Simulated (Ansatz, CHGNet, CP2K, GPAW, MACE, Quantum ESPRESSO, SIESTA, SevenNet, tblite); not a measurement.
**Other levels on Ge(100) slab, H on the bottom face, dimerised (80 atoms)**

The cell holds 80 atoms: 64 Ge and 16 H. Cell: a = 16.003 Å, b = 8.002 Å, c = 20.785 Å, α = 90.0°, β = 90.0°, γ = 90.0°. It derives from Ge (diamond-structure). Diamond-structure Ge (a = 5.658 Å), (100) slab of 8 atomic planes, 4 x 2 surface cells, H on the broken bonds of the bottom face, 10 Å of vacuum; top atoms paired into dimers, p(2x2) buckling; displaced by a Gaussian of 0.02 Å. Then every atom was moved at random, 0.05 Å r.m.s. a Cartesian component (hydrogen 0.6 of that). Regions: slab, 64 atoms (64 Ge); hydrogen, 16 atoms (16 H). Vacuum lies along c.

Geometry: as built.

The reference, a calculation:

```
method                 : Kohn-Sham DFT, PBE, SSSP efficiency 1.3.0 pseudopotentials, plane waves (Quantum ESPRESSO 7.5); sssp-pbe-1.3.0-efficiency, cutoffs 45/360 Ry, Γ point
r.m.s. force component : 0.7693 eV/Å
longest force          : 3.356 eV/Å
time                   : 8 min on 4 MPI ranks of Arm Neoverse V2, shared host
CPU time               : 32 min
```

Runs, in no order:
A. SIESTA PBE, DZP, shift 0.01 Ry, mesh 200 Ry: Kohn-Sham DFT, PBE, PseudoDojo 0.4.1 norm-conserving pseudopotentials (converted to PSML), numerical atomic orbitals (DZP), diagonalisation
B. tblite GFN1-xTB: GFN1-xTB tight binding, diagonalisation
C. CP2K PBE, DZVP-MOLOPT-SR, 450/50 Ry, diagonalisation: Kohn-Sham DFT, PBE, GTH-PBE pseudopotentials, Gaussian and plane waves, DZVP-MOLOPT-SR-GTH, diagonalisation

Q: Order them from the smallest to the largest r.m.s. force difference.

C, A, B.

| run | Δ force, r.m.s. (meV/Å) | share of r.m.s. force (%) | CPU time |
| --- | --- | --- | --- |
| C. CP2K PBE, DZVP-MOLOPT-SR, 450/50 Ry, diagonalisation | 44.8 | 5.83 | 5.3 min |
| A. SIESTA PBE, DZP, shift 0.01 Ry, mesh 200 Ry | 121 | 15.7 | 3.7 min |
| B. tblite GFN1-xTB | 285 | 37.0 | 4.6 s |

Periodic xTB results under one method name differ between programs and library versions. The runs have no spin polarisation, so any moments at edges, vacancies or dangling bonds can't form. The electronic-structure runs sample only Γ, in a cell whose shortest periodic width is 8 Å, which is coarse for a cell with partly filled levels.

[Logs are printed without paths, hosts, clocks, repeated set-up lines and the standing remarks that a program may print on its own settings, such as how far it seeks lower states.]

[Hosts, paths, dates, database ids (printed as entryN), source tags and the programs' standing remarks are cut or masked in the printed files.]
